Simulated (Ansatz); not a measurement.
# PtC (model cell, started as rocksalt type): following an unstable mode, part 3 of 3

Which phase does PtC (model cell, started as rocksalt type) fall into along its unstable mode, and how much energy does it gain?

Ansatz 0.2.0; DFT PBEsol, scalar-relativistic, plane waves, PAW.

So far. Step 5 (Energy along the mode, all amplitudes (two of the runs …): The lowest of the steps tried is at 0.22 Å, 37.1 meV/atom below the parent; the bottom of the well need not coincide with a step. Step 7 (The new phase in its own primitive cell): The largest force component left is 0.34 meV/Å and the pressure is 0.000 GPa, within the tolerances set. The cell now holds 11.14 Å³/atom. The relaxed cell has a, b, c = 8.011, 3.091, 3.599 Å (conventional setting).

The structure was built from a prototype and need not be the compound's stable phase.

**8. Modes of the new phase, k-mesh 6×12×10**

A relaxed structure may still be a saddle point, so its zone-centre modes are computed. No field response is asked, since the mesh shows no gap.

Contents of input.yaml:

```yaml
crystal:
  lattice:
    - [8.0109557463, 0.0, 0.0]
    - [0.0, 3.0912357863, 0.0]
    - [0.0, 0.0, 3.5985807061]
  atoms:
    - { symbol: Pt, position: [0.5, 0.5, 0.5] }
    - { symbol: Pt, position: [0.0, 0.5, 0.5] }
    - { symbol: Pt, position: [0.25, 0.0, 0.087491213] }
    - { symbol: Pt, position: [0.75, 0.0, 0.912508787] }
    - { symbol: C, position: [0.75, 0.5, 0.2982337423] }
    - { symbol: C, position: [0.25, 0.5, 0.7017662577] }
    - { symbol: C, position: [0.5, 0.0, 0.0] }
    - { symbol: C, position: [0.0, 0.0, 0.0] }
kpoints:
  mp_grid: { grid: [6, 12, 10] }
hamiltonian:
  xc: pbesol
scf:
  occupations: { method: methfessel_paxton, width: 0.2 }
output:
  eigenvalues: true
phonons:
  method: dfpt
```

Command:

```bash
> ansatz run input.yaml --threads 4 --pin off --max-ram 7168MiB --backend cpu --events-out ev --progress --plain --runs-dir out
```

Numbers of over 12 decimals in the logs are rounded to 6 here.

What it wrote:

```text
zone centre: on kpoints.mp_grid the ground state, and the responses unless they are solved on pairs of k-points, stand on 224 of the mesh's 720 k-points, reduced under 2 symmetry operations, with k and −k counted as one. Each operation leaves every solved displacement unchanged or reverses it
[...]
Crystal: 8 atoms, lattice volume = 89.114 Å³
Basis set: ecut = 420 eV, 1721 PW (Γ), exchange–correlation on 108×48×50 points (8 copies of the dense FFT grid, shifted against one another)
Bands: 53, of which v1, the nominal top of the filled ones, is band 44 counted from 1 (43 counted from 0)
Symmetry: 8 space group operations
k-points: 224 of 720 (irreducible under 2 space group operations, time reversal used)
[...]
SCF iter   1: F=—  HF=-50511.458529 eV  |F-HF|=—  |Δ(HF+E_count)|=         —  Δρ=1.84e-2  dr2=2.99e-1  ethr=1.77e-3  ⟨swp⟩=5.1  Hψ=39952  notcnv=0
[...]
SCF iter  10: F=-50511.389273 eV  HF=-50511.389273 eV  |F-HF|=0.00e0  |Δ(HF+E_count)|=    0.00e0  S|Δr|=    0.00e0  Δρ=4.57e-8  dr2=1.98e-12  ethr=1.00e-12  ⟨swp⟩=9.1  Hψ=51655  notcnv=0
SCF 1 converged in 10 iterations: F = -50511.389273 eV  dr2 = 1.98e-12
[...]
DFPT response loops at Γ: preconditioner auto → Kerker (q_TF=auto, 2.723 Å⁻¹) (partly filled bands, converged f_vac=0.000); β = 1.00, the filter's whole step (`scf.mixing.beta` (0.50) is not read by the response loops under this deck's `scf.mixing.preconditioner`; to damp them name `kerker` or `kerker_dos`, under which they read `scf.mixing.beta`, and type it under 1.00, their step now; both keys bind the ground state too); Broyden in place of MSR1
SCF converged after 10 iterations
[...]
Free energy (F): -50511.389273 eV
[...]
Internal energy: -50511.393724 eV  (E = F + TS)
E sigma→0 (E₀):  -50511.390386 eV
Entropy (-TS):   0.004450 eV (0.556 meV/atom)
Fermi energy:    19.615640 eV
[...]
--- Band table (eV; the first three rows and the last of 224) ---
  k-point 0: bands = [... 40 lower, 17.6845, 18.3009, 18.4463, 19.1617, 19.3498, 20.4772, 20.6056, 20.8344, ... 5 higher]
  k-point 1: bands = [... 40 lower, 17.6532, 18.5457, 18.6151, 18.9408, 19.7701, 20.2941, 20.9148, 21.0623, ... 5 higher]
  k-point 2: bands = [... 40 lower, 17.5944, 18.1461, 18.8605, 20.0782, 20.0922, 20.1628, 21.3877, 21.6074, ... 5 higher]
  k-point 223: bands = [... 40 lower, 17.9572, 17.9572, 18.3833, 18.3833, 19.1141, 19.1141, 19.5972, 19.5972, ... 5 higher]
--- Phonons (Γ-DFPT): 12 representative perturbations + reference, on 224 of 720 k-points (Σ response iterations 42) ---
  k mesh reduced under 2 symmetry operations, with k and −k counted as one. Each operation leaves every solved displacement unchanged or reverses it
  ASR residual: 3.227e-5 → 0.000e0 eV/Å²; symmetrization residual: 1.533e-6 eV/Å²
  ASR residual per site (eV/Å²): 1.00e-5 1.00e-5 3.23e-5 3.23e-5 1.37e-5 1.37e-5 1.16e-5 1.16e-5
  Γ frequencies (cm⁻¹): -518.28 -426.12 -323.41 -273.06 -56.07 -39.40 0.00 0.00 0.00 95.19 104.62 106.61 112.00 134.93 151.55 162.93 486.45 495.83 524.78 571.01 576.63 591.39 597.36 789.18
  non-analytic LO–TO correction: not included (Born effective charges unavailable; polar crystals: no LO–TO splitting at Γ)
```

The job ended after 6.4 min (4 threads of Arm Neoverse V2, shared host; peak memory 3 GiB).

Numbers from this step:

```
sum-rule residual before enforcement                    : 3.23e-5 eV/Å²
point group                                             : mmm
highest optical mode at the zone centre (no LO-TO term) : 789.2 cm⁻¹
lowest optical zone-centre mode                         : -518.3 cm⁻¹
```

Patterns of degenerate modes are one choice out of their space. Modes at Γ, with each element's share of the kinetic energy (negative means imaginary):

```
mode  frequency (cm⁻¹)  symmetry  Pt %  C %
   1            -518.3       B3u     7   93
   2            -426.1       B1u     6   94
   3            -323.4        Au     4   96
   4            -273.1       B2u     4   96
   5             -56.1       B3u    97    3
   6             -39.4       B3g    96    4
   7               0.0  acoustic    94    6
   8               0.0  acoustic    94    6
   9               0.0  acoustic    94    6
  10              95.2        Au    96    4
  11             104.6        Ag    96    4
  12             106.6       B1u    99    1
  13             112.0       B2u    99    1
  14             134.9       B3u    91    9
  15             151.6       B2g   100    0
  16             162.9       B1u    97    3
  17             486.4       B3g     4   96
  18             495.8       B3u     6   94
  19             524.8       B2u     3   97
  20             571.0        Ag     4   96
  21             576.6       B3u     5   95
  22             591.4       B1u     3   97
  23             597.4       B2g     0  100
  24             789.2       B1u     0  100
```

Displacements in mode 1 (-518.3 cm⁻¹), the largest set to 1:
```
Pt1 -0.03  0.00  0.06
Pt2 -0.03  0.00 -0.06
Pt3  0.02  0.00  0.00
Pt4  0.02  0.00  0.00
C5   0.00  0.00  0.00
C6   0.00  0.00  0.00
C7   0.04  0.00 -1.00
C8   0.04  0.00  1.00
```

Displacements in mode 24 (789.2 cm⁻¹), the largest set to 1:
```
Pt1  0.00  0.00  0.00
Pt2  0.00  0.00  0.00
Pt3  0.00  0.00 -0.01
Pt4  0.00  0.00 -0.01
C5   0.00  0.00  0.07
C6   0.00  0.00  0.07
C7  -1.00  0.00  0.11
C8   1.00  0.00  0.11
```

Before it was imposed, the acoustic sum rule was missed by 3.2e-5 eV/Å². Small misses are needed for a sound result but don't prove that mesh and cutoff are converged. The lowest optical mode is imaginary, 518.3i cm⁻¹, so the energy falls along it.

**9. The phases reached**

The phases reached along the modes that were followed are set side by side.

Energies are those of the first relaxation, on the mesh of the frozen mode; space group, volume and gap are those of the last relaxation. Phases, by row:

```
                mode frozen in  space group  energy from parent (meV/atom)  volume (Å³/atom)  gap on mesh (eV)  lowest zone-centre optical mode (cm⁻¹)  largest shift (Å)
                        parent        Fm-3m                              0             10.77                 0                                       –                  –
      q = (0, 0, 0), 544i cm⁻¹         I4mm                         -142.2             11.27                 0                                    88.3              0.212
      q = (0, 0, 0), 544i cm⁻¹          R3m                         -182.5             11.39                 0                                   539.6              0.204
      q = (0, 0, 0), 544i cm⁻¹        F-43m                         -527.3             12.72                 0                                   575.7              0.584
q = (0, 0.25, 0.25), 512i cm⁻¹         Cmcm                          -62.2             11.21                 0                                  -472.1               0.36
q = (0, 0.25, 0.25), 512i cm⁻¹     P4_12_12                         -109.9             11.89                 0                                  -260.1              0.863
q = (0, 0.25, 0.25), 512i cm⁻¹         Pmma                         -76.51             11.14                 0                                  -518.3              0.727
```

**10. Outcome**

```
unstable mode of the parent                                                      : q = (0, 0.25, 0.25), 512i cm⁻¹
depth at the lowest point sampled                                                : 37.1 meV/atom
largest atomic shift at that point                                               : 0.22 Å
space group reached (within 0.01 Å)                                              : Pmma
energy gained over the parent (first relaxation, on the mesh of the frozen mode) : 76.5 meV/atom
volume per atom, phase reached                                                   : 11.1 Å³
lowest optical zone-centre mode, phase reached                                   : -518 cm⁻¹
highest optical mode at the zone centre (no LO-TO term), phase reached           : 789 cm⁻¹
```

**Reading.** Along this mode the structure falls into Pmma, 76.5 meV/atom below the parent. At the parent's cell the well is 37.12 meV/atom deep on the steps tried, with its lowest point at a shift of 0.22 Å. Relaxing atoms and cell changes the gain by +39.39 meV/atom against the lowest step (energies at zero smearing). The new phase still has an imaginary mode at the zone centre of its cell, so it is a saddle point on the way to a lower structure. Of the 6 patterns followed to their end from this parent, this one ends 451 meV/atom above the lowest, F-43m. Each path keeps the symmetry of its pattern, so a lower phase may lie along a pattern not tried. With no gap, or one that is small against the smearing, the frequencies hang on the k mesh and the smearing, most of all near Kohn anomalies. Spin-orbit coupling is left out, which can matter for the heavy elements here. The starting cell was built on a prototype and not taken from a measurement, so the phase need not exist.

[Logs are printed without paths, hosts, clocks, repeated set-up lines and the standing remarks that a program may print on its own settings, such as how far it seeks lower states.]

[Hosts, paths, dates, database ids (printed as entryN), source tags and the programs' standing remarks are cut or masked in the printed files.]
